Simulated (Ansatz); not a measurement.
G0W0 rungs for MoS2 (P6_3/mmc).

The database entry behind the starting cell differs from later determinations by our own check (about 0.3 % long), so it need not match the best structure at ambient conditions.

```
Mo S
1.0
     3.16900    0.00000    0.00000
    -1.58450    2.74443    0.00000
     0.00000    0.00000   12.32400
Mo S
2 4
Cartesian
  0.0000 1.8296 3.0810
  1.5845 0.9148 9.2430
  0.0000 1.8296 7.6779
  1.5845 0.9148 1.5159
  0.0000 1.8296 10.8081
  1.5845 0.9148 4.6461
```

The cell and positions come from the Crystallography Open Database and are kept as given unless a step says otherwise. PAW set soft_2, made with PBE.

Runs so far (Ansatz 0.2.0, start PBE, default PAW files, 6×6×2 mesh). Times are wall times on 1 × NVIDIA H100 80GB HBM3 (shared by 6 runs) with 3 threads of AMD EPYC 7R13 (Zen 3), shared host, good to a factor of about two.

| bands summed | cutoff (eV) | gap on the mesh (eV) | time |
| --- | --- | --- | --- |
| 112 | 50 | 1.139 | 15 s |
| 269 | 100 | 1.207 | 19 s |
| 473 | 150 | 1.241 | 22 s |
| 820 | 220 | 1.262 | 59 s |

What should the next rung give, with 1290 bands and screening to 300 eV, and where is the limit?

The error falls about as one over the bands when the cutoff rises with them. A line through the two highest rungs given predicts 1.272 eV; the run gave 1.273 eV, close to it. The two highest rungs put the limit near 1.293 eV, the pair below near 1.291 eV; their difference is a rough measure of what is unsettled in bands and cutoff; the mesh is a separate error.

Gaps are over the mesh's points; an edge off the mesh would be missed. Limits: not at the basis limit; no spin-orbit coupling; coarse k mesh.

[Paths, hosts, dates, memory and timing lines, banners, echoed tables and standing remarks are left out of the program output.]

[Logs are printed without paths, hosts, clocks, repeated set-up lines and the standing remarks that a program may print on its own settings, such as how far it seeks lower states.]

[Runs of the session that timed out or met a known fault of the program may be left out.]

[Cells called generated may have been cut or substituted from an entry of the Crystallography Open Database or the Materials Project.]

[Hosts, paths, dates, database ids (printed as entryN), source tags and the programs' standing remarks are cut or masked in the printed files.]
